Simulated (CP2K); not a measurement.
Aminoacetaldehyde has these distinct C atoms: C2 (bonded to C, N and 2 H) and C3 (bonded to C, O and H).

```xyz
9

N     1.1032   -0.3376    0.7520
C     0.3823    0.0333   -0.4543
C    -1.1136    0.2374   -0.3049
O    -1.7001    0.1230    0.7591
H     0.9622    0.3813    1.4648
H     0.6930   -1.1867    1.1464
H     0.8003    0.9642   -0.8788
H     0.5410   -0.7227   -1.2445
H    -1.6682    0.5078   -1.2398
```

Their partial C K spectra (CP2K XAS_TDP, all-electron GAPW, PBEh(45%), aug-cc-pVDZ, TDA, GW2X-corrected core level, no relativity) are given in random order, each times the number of alike atoms.

Gaussian full width 0.5 eV, oscillator strength per eV, alike atoms added, rows of zeros left out:

```csv
E (eV),curve 1,curve 2
288.00,0.009,0.000
288.25,0.069,0.000
288.50,0.128,0.000
288.75,0.060,0.000
289.00,0.007,0.000
290.50,0.000,0.003
290.75,0.000,0.018
291.00,0.000,0.028
291.25,0.000,0.022
291.50,0.000,0.047
291.75,0.000,0.052
292.00,0.000,0.017
292.25,0.000,0.002
293.00,0.007,0.003
293.25,0.024,0.013
293.50,0.021,0.022
293.75,0.006,0.031
294.00,0.005,0.049
294.25,0.004,0.058
294.50,0.005,0.047
294.75,0.006,0.027
295.00,0.002,0.011
295.25,0.001,0.011
295.50,0.003,0.034
295.75,0.008,0.046
296.00,0.017,0.032
296.25,0.016,0.019
296.50,0.014,0.008
296.75,0.009,0.002
297.00,0.005,0.003
297.25,0.005,0.004
297.50,0.009,0.005
297.75,0.020,0.007
298.00,0.037,0.011
298.25,0.041,0.013
298.50,0.035,0.014
298.75,0.020,0.013
299.00,0.025,0.004
299.25,0.019,0.004
299.50,0.005,0.010
299.75,0.003,0.025
300.00,0.003,0.033
```

**Question.** Which curve belongs to which atom?

Curve 1: C3 (bonded to C, O and H), leading line at 288.49 eV (f = 0.068 an atom), ionisation energy 295.62 eV, term value 7.13 eV. Curve 2: C2 (bonded to C, N and 2 H), leading line at 290.95 eV (f = 0.015 an atom), ionisation energy 293.43 eV, term value 2.48 eV. The leading line of an atom is its first one with 35 % of the strongest within 2.5 eV of its lowest line over the strength cut. A line lies at the core ionisation energy, which rises as an atom loses charge to its neighbours or to a π system, less the term value, which is large for a low π* or σ* orbital with weight on that atom.

[Banner, clock and machine lines of the logs are left out without a mark of their own.]

[Logs are printed without paths, hosts, clocks, repeated set-up lines and the standing remarks that a program may print on its own settings, such as how far it seeks lower states.]

[Hosts, paths, dates, database ids (printed as entryN), source tags and the programs' standing remarks are cut or masked in the printed files.]
